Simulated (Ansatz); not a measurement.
# HgH2 (model cell, started as CdI2 type): a soft mode frozen in, part 2 of 3

Aim: this structure of HgH2 (model cell, started as CdI2 type) is to be tested for unstable modes, and one is followed downhill.

Ansatz 0.2.0; DFT PBE, scalar-relativistic, plane waves, PAW.

So far, highest frequency on the path or at a solved wavevector (cm⁻¹): step 2 (phonons on a q mesh) 904. Also lowest frequency on the path (cm⁻¹): step 2 -907.

The structure was built from a prototype and need not be the compound's stable phase.

## 4. The mode frozen in, largest atomic shift 0.6 Å

The atoms are moved along the unstable eigenvector, the largest shift by 0.6 Å, with the cell fixed.

input.yaml reads:

```yaml
crystal:
  lattice:
    - [3.2683265306, 0.0, 0.0]
    - [-1.6341632653, 2.8304538034, 0.0]
    - [0.0, 0.0, 10.8115308121]
  atoms:
    - { symbol: Hg, position: [0.0, 0.0, 0.0] }
    - { symbol: Hg, position: [0.0, 0.0, 0.5] }
    - { symbol: H, position: [0.3333333333, 0.4830864783, 0.0868011573] }
    - { symbol: H, position: [0.3333333333, 0.850246855, 0.5868011573] }
    - { symbol: H, position: [0.6666666667, 0.149753145, 0.4131988427] }
    - { symbol: H, position: [0.6666666667, 0.5169135217, 0.9131988427] }
kpoints:
  mp_grid: { grid: [12, 12, 4] }
hamiltonian:
  xc: pbe
scf:
  occupations: { method: methfessel_paxton, width: 0.15 }
output:
  forces: true
  stress: true
  eigenvalues: true
```

On the command line:

```sh
$ ansatz run input.yaml --threads 4 --pin off --max-ram 7168MiB --backend cpu --events-out ev --progress --plain --runs-dir out
```

Numbers of over 12 decimals in the logs are rounded to 6 here.

Log:

```text
[...]
Crystal: 6 atoms, lattice volume = 100.016 Å³
Basis set: ecut = 420 eV, 1981 PW (Γ), exchange–correlation on 48×48×150 points (8 copies of the dense FFT grid, shifted against one another)
Bands: 28, of which v1, the nominal top of the filled ones, is band 22 counted from 1 (21 counted from 0)
Symmetry: 4 space group operations
[...]
k-points: 164 of 576
[...]
k-point 0: bands = [... 18 lower, -1.0958, -1.0345, 1.5173, 2.0175, 9.3996, 10.6281, 13.3254, 13.4243, ... 1 higher]
  k-point 1: bands = [... 18 lower, -1.0897, -1.0467, 1.5884, 1.9413, 9.5683, 10.4341, 13.3423, 13.4142, ... 1 higher]
  k-point 2: bands = [... 18 lower, -1.0713, -1.0713, 1.7625, 1.7625, 9.9887, 9.9887, 13.3814, 13.3814, ... 1 higher]
  k-point 163: bands = [... 18 lower, 0.4958, 0.4958, 2.8972, 2.8972, 8.5325, 8.5325, 8.9283, 8.9283, ... 1 higher]
[key lines of the parts left out:]
SCF converged after 7 iterations
Free energy (F): -27687.121027 eV
Fermi energy:    5.571029 eV
P = ⅓ Tr σ = 6.6640 GPa (66.640 kbar)
```

Wall time 2.9 s (4 threads of Intel Xeon Platinum 8488C (Sapphire Rapids), shared host); peak memory 0.67 GiB; 11 s of CPU time.

This step gave:

```
pressure                         : 6.664 GPa
gap on the k-mesh                : 1.637 eV
energy from the undistorted cell : -141.1 meV/atom
```

The energy, extrapolated to zero smearing, is -141.12 meV/atom against the undistorted cell.

The run ends at a pressure of 6.66 GPa, with forces up to 0.99 eV/Å.

## 5. Energy along the mode, all amplitudes (two of the runs are shown above)

An imaginary frequency means negative curvature, so the energy should fall and then rise again as anharmonic terms take over.

This step gave:

```yaml
depth_at_the_lowest_point_sampled: 141.1 meV/atom
largest_atomic_shift_at_that_point: 0.6 Å
```

Energy from the parent against largest atomic shift:

```csv
largest atomic shift (Å),energy from the parent (meV/atom)
0.000,0
0.040,-0.803
0.080,-2.36
0.140,-6.12
0.220,-17.5
0.320,-42.4
0.450,-96.3
0.600,-141
```

Displacement at unit largest shift by atom:

```csv
atom,x (Å),y (Å),z (Å),size
Hg1,0.000,0.000,0.000,0.000
Hg2,0.000,0.000,0.000,0.000
H3,0.500,-0.866,0.000,1.000
H4,-0.500,0.866,0.000,1.000
H5,0.500,-0.866,0.000,1.000
H6,-0.500,0.866,0.000,1.000
```

The lowest of the steps tried is the last one, at 0.6 Å, 141 meV/atom below the parent; the bottom of the well need not coincide with a step.

## 6. Relaxation from the frozen mode

Starting from the lowest point found, all atoms and the cell are let go, so that strain and other modes of the same symmetry can join in.

input.yaml: that of step 4 with these lines changed.

```diff
@@ -22 +22,6 @@
   eigenvalues: true
+relax:
+  adjacent_minimum: "off"
+  f_tol: 0.002
+  max_steps: 120
+  cell: { stress_tol: 0.03 }
```

Log:

```text
[...]
Crystal: 6 atoms, lattice volume = 100.016 Å³
Basis set: ecut = 420 eV, 1981 PW (Γ), exchange–correlation on 48×48×150 points (8 copies of the dense FFT grid, shifted against one another)
Bands: 28, of which v1, the nominal top of the filled ones, is band 22 counted from 1 (21 counted from 0)
Symmetry: 4 space group operations
[...]
k-points: 164 of 576
[...]
SCF iter   1: F=—  HF=-27687.119896 eV  |F-HF|=—  |Δ(HF+E_count)|=         —  Δρ=4.44e-3  dr2=1.56e-2  ethr=1.77e-3  ⟨swp⟩=5.7  Hψ=18875  notcnv=0
[...]
SCF iter   7: F=-27687.121027 eV  HF=-27687.121027 eV  |F-HF|=1.13e-8  |Δ(HF+E_count)|=   3.35e-7  S|Δr|=    0.00e0  Δρ=3.04e-6  dr2=8.24e-9  ethr=2.27e-10  ⟨swp⟩=9.9  Hψ=20950  notcnv=0
SCF 1 converged in 7 iterations: F = -27687.121027 eV  dr2 = 8.24e-9
[...]
relax step   1: F+E_penalty+E_count = -27687.12102663 eV  Δ(F+E_penalty+E_count) = +0.000e0 eV  max|allowed force component| = 7.270e-1 eV/Å  Δτ_max = 0.0000 Å  P = +6.664 GPa  Ω = 100.016 Å³  (7 SCF iters, dr2 threshold 1.00e-7 eV, accepted)
Crystal: 6 atoms, lattice volume = 108.231 Å³
Basis set: ecut = 420 eV, 2125 PW (Γ), exchange–correlation on 48×48×150 points (8 copies of the dense FFT grid, shifted against one another)
[...]
SCF iter   6: F=-27687.891826 eV  HF=-27687.891826 eV  |F-HF|=9.77e-8  |Δ(HF+E_count)|=   1.27e-6  S|Δr|=    0.00e0  Δρ=5.71e-6  dr2=3.86e-8  ethr=1.36e-9  ⟨swp⟩=6.3  Hψ=19523  notcnv=0
SCF 2 converged in 6 iterations: F = -27687.891826 eV  dr2 = 3.86e-8
relax step   2: F+E_penalty+E_count = -27687.89182597 eV  Δ(F+E_penalty+E_count) = -7.708e-1 eV  max|allowed force component| = 5.514e-1 eV/Å  Δτ_max = 0.1406 Å  P = +2.739 GPa  Ω = 108.231 Å³  energy of the carried Pulay correction = -5.092e-3 eV  (6 SCF iters, dr2 threshold 6.00e-7 eV, accepted)
Crystal: 6 atoms, lattice volume = 118.987 Å³
Basis set: ecut = 420 eV, 2307 PW (Γ), exchange–correlation on 48×48×150 points (8 copies of the dense FFT grid, shifted against one another)
[...]
SCF iter   6: F=-27688.292878 eV  HF=-27688.292878 eV  |F-HF|=1.97e-7  |Δ(HF+E_count)|=   4.02e-7  S|Δr|=    0.00e0  Δρ=1.26e-5  dr2=2.82e-7  ethr=1.36e-9  ⟨swp⟩=3.8  Hψ=19534  notcnv=0
SCF 3 converged in 6 iterations: F = -27688.292878 eV  dr2 = 2.82e-7
relax step   3: F+E_penalty+E_count = -27688.29287840 eV  Δ(F+E_penalty+E_count) = -4.011e-1 eV  max|allowed force component| = 4.138e-1 eV/Å  Δτ_max = 0.1474 Å  P = +0.199 GPa  Ω = 118.987 Å³  energy of the carried Pulay correction = -1.119e-2 eV  (6 SCF iters, dr2 threshold 6.00e-7 eV, accepted)
[... from here on, the SCF cycles and remarks between the steps are left out ...]
relax step   4: F+E_penalty+E_count = -27688.41035894 eV  Δ(F+E_penalty+E_count) = -1.175e-1 eV  max|allowed force component| = 4.039e-1 eV/Å  Δτ_max = 0.1471 Å  P = +1.384 GPa  Ω = 129.436 Å³  energy of the carried Pulay correction = -1.656e-2 eV  (6 SCF iters, dr2 threshold 6.00e-7 eV, accepted)
relax step   5: F+E_penalty+E_count = -27688.45017579 eV  Δ(F+E_penalty+E_count) = -3.982e-2 eV  max|allowed force component| = 5.225e-2 eV/Å  Δτ_max = 0.0432 Å  P = +0.099 GPa  Ω = 129.049 Å³  energy of the carried Pulay correction = -1.637e-2 eV  (5 SCF iters, dr2 threshold 6.00e-7 eV, accepted)
relax step   6: F+E_penalty+E_count = -27688.46188514 eV  Δ(F+E_penalty+E_count) = -1.171e-2 eV  max|allowed force component| = 3.039e-2 eV/Å  Δτ_max = 0.0695 Å  P = +0.043 GPa  Ω = 128.994 Å³  energy of the carried Pulay correction = -1.635e-2 eV  (6 SCF iters, dr2 threshold 1.71e-7 eV, accepted)
relax step   7: F+E_penalty+E_count = -27688.46513697 eV  Δ(F+E_penalty+E_count) = -3.252e-3 eV  max|allowed force component| = 4.195e-3 eV/Å  Δτ_max = 0.0481 Å  P = -0.054 GPa  Ω = 129.303 Å³  energy of the carried Pulay correction = -1.650e-2 eV  (6 SCF iters, dr2 threshold 5.77e-8 eV, accepted)
relax step   8: F+E_penalty+E_count = -27688.46707611 eV  Δ(F+E_penalty+E_count) = -1.939e-3 eV  max|allowed force component| = 1.227e-2 eV/Å  Δτ_max = 0.0308 Å  P = +0.086 GPa  Ω = 127.965 Å³  energy of the carried Pulay correction = -1.584e-2 eV  (6 SCF iters, dr2 threshold 6.16e-8 eV, accepted)
relax step   9: F+E_penalty+E_count = -27688.46867981 eV  Δ(F+E_penalty+E_count) = -1.604e-3 eV  max|allowed force component| = 3.103e-3 eV/Å  Δτ_max = 0.0326 Å  P = -0.015 GPa  Ω = 127.598 Å³  energy of the carried Pulay correction = -1.565e-2 eV  (6 SCF iters, dr2 threshold 7.84e-8 eV, accepted)
relax step  10: F+E_penalty+E_count = -27688.46893658 eV  Δ(F+E_penalty+E_count) = -2.568e-4 eV  max|allowed force component| = 9.797e-4 eV/Å  Δτ_max = 0.0105 Å  P = -0.001 GPa  Ω = 127.411 Å³  energy of the carried Pulay correction = -1.556e-2 eV  (7 SCF iters, dr2 threshold 6.02e-10 eV, accepted)
relax step  11: F+E_penalty+E_count = -27688.46905604 eV  Δ(F+E_penalty+E_count) = -1.195e-4 eV  max|allowed force component| = 2.774e-4 eV/Å  Δτ_max = 0.0083 Å  P = +0.003 GPa  Ω = 127.257 Å³  energy of the carried Pulay correction = -1.548e-2 eV  (8 SCF iters, accepted)
relax step  12: F+E_penalty+E_count = -27688.50614404 eV  Δ(F+E_penalty+E_count) = -3.709e-2 eV  max|allowed force component| = 4.114e-3 eV/Å  Δτ_max = 0.0000 Å  P = +0.342 GPa  Ω = 127.257 Å³  stress off target by 5.07e-1 GPa  SCF on the basis re-selected at this cell (its energy is not comparable with the rows above)  (8 SCF iters)
relax step  13: F+E_penalty+E_count = -27688.51326498 eV  Δ(F+E_penalty+E_count) = -7.121e-3 eV  max|allowed force component| = 3.542e-3 eV/Å  Δτ_max = 0.0263 Å  P = +0.274 GPa  Ω = 129.283 Å³  energy of the carried Pulay correction = -1.074e-3 eV  (5 SCF iters, dr2 threshold 6.00e-7 eV, accepted)
relax step  14: F+E_penalty+E_count = -27688.51934397 eV  Δ(F+E_penalty+E_count) = -6.079e-3 eV  max|allowed force component| = 1.702e-2 eV/Å  Δτ_max = 0.0791 Å  P = +0.046 GPa  Ω = 134.552 Å³  energy of the carried Pulay correction = -4.119e-3 eV  (6 SCF iters, dr2 threshold 3.31e-7 eV, accepted)
relax step  15: F+E_penalty+E_count = -27688.51875881 eV  Δ(F+E_penalty+E_count) = +5.852e-4 eV  max|allowed force component| = 8.832e-3 eV/Å  Δτ_max = 0.0417 Å  P = +0.056 GPa  Ω = 138.071 Å³  energy of the carried Pulay correction = -6.381e-3 eV  (6 SCF iters, dr2 threshold 6.93e-8 eV, accepted)
relax step  16: F+E_penalty+E_count = -27688.51870386 eV  Δ(F+E_penalty+E_count) = +5.496e-5 eV  max|allowed force component| = 2.990e-3 eV/Å  Δτ_max = 0.0152 Å  P = +0.027 GPa  Ω = 138.742 Å³  energy of the carried Pulay correction = -6.823e-3 eV  (6 SCF iters, dr2 threshold 3.72e-8 eV, accepted)
relax step  17: F+E_penalty+E_count = -27688.51815071 eV  Δ(F+E_penalty+E_count) = +5.532e-4 eV  max|allowed force component| = 3.507e-3 eV/Å  Δτ_max = 0.0439 Å  P = +0.020 GPa  Ω = 141.206 Å³  energy of the carried Pulay correction = -8.499e-3 eV  (7 SCF iters, dr2 threshold 1.49e-8 eV, accepted)
relax step  18: F+E_penalty+E_count = -27688.51573066 eV  Δ(F+E_penalty+E_count) = +2.420e-3 eV  max|allowed force component| = 2.981e-2 eV/Å  Δτ_max = 0.0600 Å  P = +0.111 GPa  Ω = 146.071 Å³  energy of the carried Pulay correction = -1.211e-2 eV  (7 SCF iters, dr2 threshold 9.37e-9 eV, accepted)
relax step  19: F+E_penalty+E_count = -27688.51424599 eV  Δ(F+E_penalty+E_count) = +1.485e-3 eV  max|allowed force component| = 8.836e-3 eV/Å  Δτ_max = 0.0204 Å  P = -0.028 GPa  Ω = 148.500 Å³  energy of the carried Pulay correction = -1.408e-2 eV  (6 SCF iters, dr2 threshold 1.53e-7 eV, accepted)
relax step  20: F+E_penalty+E_count = -27688.51438293 eV  Δ(F+E_penalty+E_count) = -1.369e-4 eV  max|allowed force component| = 4.934e-3 eV/Å  Δτ_max = 0.0112 Å  P = +0.019 GPa  Ω = 148.496 Å³  energy of the carried Pulay correction = -1.406e-2 eV  (6 SCF iters, dr2 threshold 1.03e-8 eV, accepted)
relax step  21: F+E_penalty+E_count = -27688.51518291 eV  Δ(F+E_penalty+E_count) = -8.000e-4 eV  max|allowed force component| = 1.209e-3 eV/Å  Δτ_max = 0.0078 Å  P = +0.009 GPa  Ω = 147.598 Å³  energy of the carried Pulay correction = -1.332e-2 eV  (6 SCF iters, dr2 threshold 6.43e-9 eV, accepted)
relax step  22: F+E_penalty+E_count = -27688.51487015 eV  Δ(F+E_penalty+E_count) = +3.128e-4 eV  max|allowed force component| = 7.397e-4 eV/Å  Δτ_max = 0.0071 Å  P = +0.011 GPa  Ω = 148.085 Å³  energy of the carried Pulay correction = -1.371e-2 eV  (8 SCF iters, accepted)
relax step  23: F+E_penalty+E_count = -27688.51337993 eV  Δ(F+E_penalty+E_count) = +1.490e-3 eV  max|allowed force component| = 1.139e-3 eV/Å  Δτ_max = 0.0248 Å  P = +0.004 GPa  Ω = 150.065 Å³  energy of the carried Pulay correction = -1.537e-2 eV  (8 SCF iters, accepted)
relax step  24: F+E_penalty+E_count = -27688.52786639 eV  Δ(F+E_penalty+E_count) = -1.449e-2 eV  max|allowed force component| = 2.306e-3 eV/Å  Δτ_max = 0.0000 Å  P = -0.003 GPa  Ω = 150.065 Å³  stress off target by 3.16e-2 GPa  SCF on the basis re-selected at this cell (its energy is not comparable with the rows above)  (9 SCF iters)
relax step  25: F+E_penalty+E_count = -27688.52836542 eV  Δ(F+E_penalty+E_count) = -4.990e-4 eV  max|allowed force component| = 9.471e-4 eV/Å  Δτ_max = 0.0154 Å  P = -0.002 GPa  Ω = 149.474 Å³  energy of the carried Pulay correction = +2.368e-4 eV  (6 SCF iters, dr2 threshold 2.50e-9 eV, accepted)
[...]
SCF iter   6: F=-27688.528159 eV  HF=-27688.528159 eV  |F-HF|=1.46e-11  |Δ(HF+E_count)|=  8.73e-11  S|Δr|=    0.00e0  Δρ=4.08e-8  dr2=4.37e-12  ethr=1.00e-12  ⟨swp⟩=6.5  Hψ=19746  notcnv=0
SCF 26 converged in 6 iterations: F = -27688.528159 eV  dr2 = 4.37e-12
relax step  26: F+E_penalty+E_count = -27688.52815950 eV  Δ(F+E_penalty+E_count) = +2.059e-4 eV  max|allowed force component| = 9.548e-4 eV/Å  Δτ_max = 0.0000 Å  P = -0.001 GPa  Ω = 149.474 Å³  stress off target by 1.86e-2 GPa  SCF on the basis re-selected at this cell (its energy is not comparable with the rows above)  (6 SCF iters)
basis re-selected at this cell: Δ(F+E_penalty+E_count) = +2.059e-4 eV, ΔP = +0.000 GPa vs the last step (what re-selecting the basis moved, of the pressure what is left beyond the Pulay correction that the steps carried, after the strain that the cell walked since its last selection, with what the two solves' SCF thresholds leave and, on support functions, any second-order correction that the steps lacked; it is no m [...]
SCF converged after 6 iterations
[...]
Free energy (F): -27688.528159 eV
[...]
Internal energy: -27688.528159 eV  (E = F + TS)
E sigma→0 (E₀):  -27688.528159 eV
Fermi energy:    1.621982 eV
[...]
--- Forces (eV/Å), atoms counted from 1 ---
  atom   1  Hg    -0.00000000    -0.00000000     0.00000000
  atom   2  Hg    -0.00000000     0.00000000     0.00000000
  atom   3  H     -0.00002193    -0.00020073    -0.00095481
  atom   4  H     -0.00018480     0.00008137    -0.00095481
  atom   5  H      0.00018480    -0.00008137     0.00095481
  atom   6  H      0.00002193     0.00020073     0.00095481
  max |Σ_I F_I| component: 2.17e-19 eV/Å
--- Stress (GPa, compression-positive) ---
        0.009195       0.013142      -0.005792
        0.013142      -0.005980      -0.003344
       -0.005792      -0.003344      -0.006545
  P = ⅓ Tr σ = -0.0011 GPa (-0.011 kbar)
--- Band table (eV; the first three rows and the last of 164) ---
  k-point 0: bands = [... 18 lower, -3.6132, -3.5196, -1.1063, -0.6299, 5.6744, 6.7609, 8.0661, 8.0868, ... 2 higher]
  k-point 1: bands = [... 18 lower, -3.6009, -3.5349, -1.0390, -0.7029, 5.8264, 6.5920, 8.0758, 8.0934, ... 2 higher]
  k-point 2: bands = [... 18 lower, -3.5695, -3.5695, -0.8738, -0.8738, 6.2011, 6.2011, 8.0922, 8.0922, ... 2 higher]
  k-point 163: bands = [... 18 lower, -1.9170, -1.9170, -0.7682, -0.7682, 3.5056, 3.5056, 6.3546, 6.3546, ... 2 higher]
--- Relaxed structure (23 steps of the walk, 23 accepted, 3 SCFs on fresh bases) ---
  F+E_penalty+E_count = -27688.52815950 eV   max|allowed force component| = 9.548e-4 eV/Å   (the final SCF, on the basis selected at the relaxed cell)
  cell:  # Å, volume = 149.4735 Å³
    - [3.946776, 0.103720, -0.015237]
    - [-1.883564, 3.262428, -3.9898639947466563e-17]
    - [-0.050403, -0.029100, 11.435384]
  atoms:
    - { symbol: Hg, position: [4.956552895940057e-19, 0, 0] }
    - { symbol: Hg, position: [0.0, 8.673617379884035e-19, 0.5] }
    - { symbol: H, position: [0.180500, 0.329900, 0.109256] }
    - { symbol: H, position: [0.180500, 0.850599, 0.609256] }
    - { symbol: H, position: [0.819500, 0.149401, 0.390744] }
    - { symbol: H, position: [0.819500, 0.670100, 0.890744] }
```

Run time: 1.7 min. Hardware: 4 threads; peak memory 0.88 GiB.

The steps of the relaxation (22 of 26):

```csv
step,energy less that of the first step (eV),largest force component (eV/Å),pressure (GPa),volume (Å³)
1,0.0000,0.7270,6.66,100.02
2,-0.7708,0.5514,2.74,108.23
3,-1.1719,0.4138,0.20,118.99
5,-1.3291,0.0522,0.10,129.05
6,-1.3409,0.0304,0.04,128.99
7,-1.3441,0.0042,-0.05,129.30
8,-1.3460,0.0123,0.09,127.97
9,-1.3477,0.0031,-0.01,127.60
11,-1.3480,0.0003,0.00,127.26
12*,-1.3851,0.0041,0.34,127.26
13,-1.3922,0.0035,0.27,129.28
14,-1.3983,0.0170,0.05,134.55
15,-1.3977,0.0088,0.06,138.07
16,-1.3977,0.0030,0.03,138.74
18,-1.3947,0.0298,0.11,146.07
19,-1.3932,0.0088,-0.03,148.50
20,-1.3934,0.0049,0.02,148.50
21,-1.3942,0.0012,0.01,147.60
22,-1.3938,0.0007,0.01,148.08
24*,-1.4068,0.0023,0.00,150.06
25,-1.4073,0.0009,0.00,149.47
26*,-1.4071,0.0010,0.00,149.47
```

Relaxation steps marked * repeat the geometry before them on a plane-wave basis chosen anew for their cell, so energy and pressure can jump there. Other such steps can lie between the rows shown.

The run keeps the 4 symmetry operations that it works with, so distortions that break them were not tested.

```csv
cell as run,before,after,change
a (Å),3.268,3.948,+20.8 %
b (Å),3.268,3.767,+15.3 %
c (Å),10.812,11.436,+5.8 %
β (°),90.00,90.48,+0.5 %
γ (°),120.00,118.49,-1.3 %
volume (Å³/atom),16.67,24.91,+49.4 %
```

The atoms that moved most (Å, as changes of fractional coordinates times the final cell):

```csv
atom,dx,dy,dz,length
H6,0.316,0.516,-0.259,0.658
H4,-0.605,-0.015,0.259,0.658
H3,-0.316,-0.516,0.259,0.658
H5,0.605,0.015,-0.259,0.658
```

Final coordinates:

```cif
data_structure
_symmetry_space_group_name_H-M 'P 1'
_symmetry_Int_Tables_number 1
_cell_length_a 3.9482
_cell_length_b 3.7671
_cell_length_c 11.4355
_cell_angle_alpha 90.000
_cell_angle_beta 90.477
_cell_angle_gamma 118.494
_cell_volume 149.47
loop_
_atom_site_label
_atom_site_type_symbol
_atom_site_fract_x
_atom_site_fract_y
_atom_site_fract_z
_atom_site_occupancy
Hg1 Hg 0.00000 0.00000 0.00000 1
Hg2 Hg 0.00000 0.00000 0.50000 1
H3 H 0.18050 0.32990 0.10926 1
H4 H 0.18050 0.85060 0.60926 1
H5 H 0.81950 0.14940 0.39074 1
H6 H 0.81950 0.67010 0.89074 1
```

This step gave:

| Property | Result |
| --- | --- |
| pressure | -0.001110 GPa |
| gap on the k-mesh | 3.618 eV |
| volume per atom | 24.91 Å³ |

The distorted start has space group C2/c; the relaxation ends in C2/c.

(Continued in part 3 of 3.)

[Logs are printed without paths, hosts, clocks, repeated set-up lines and the standing remarks that a program may print on its own settings, such as how far it seeks lower states.]

[Hosts, paths, dates, database ids (printed as entryN), source tags and the programs' standing remarks are cut or masked in the printed files.]
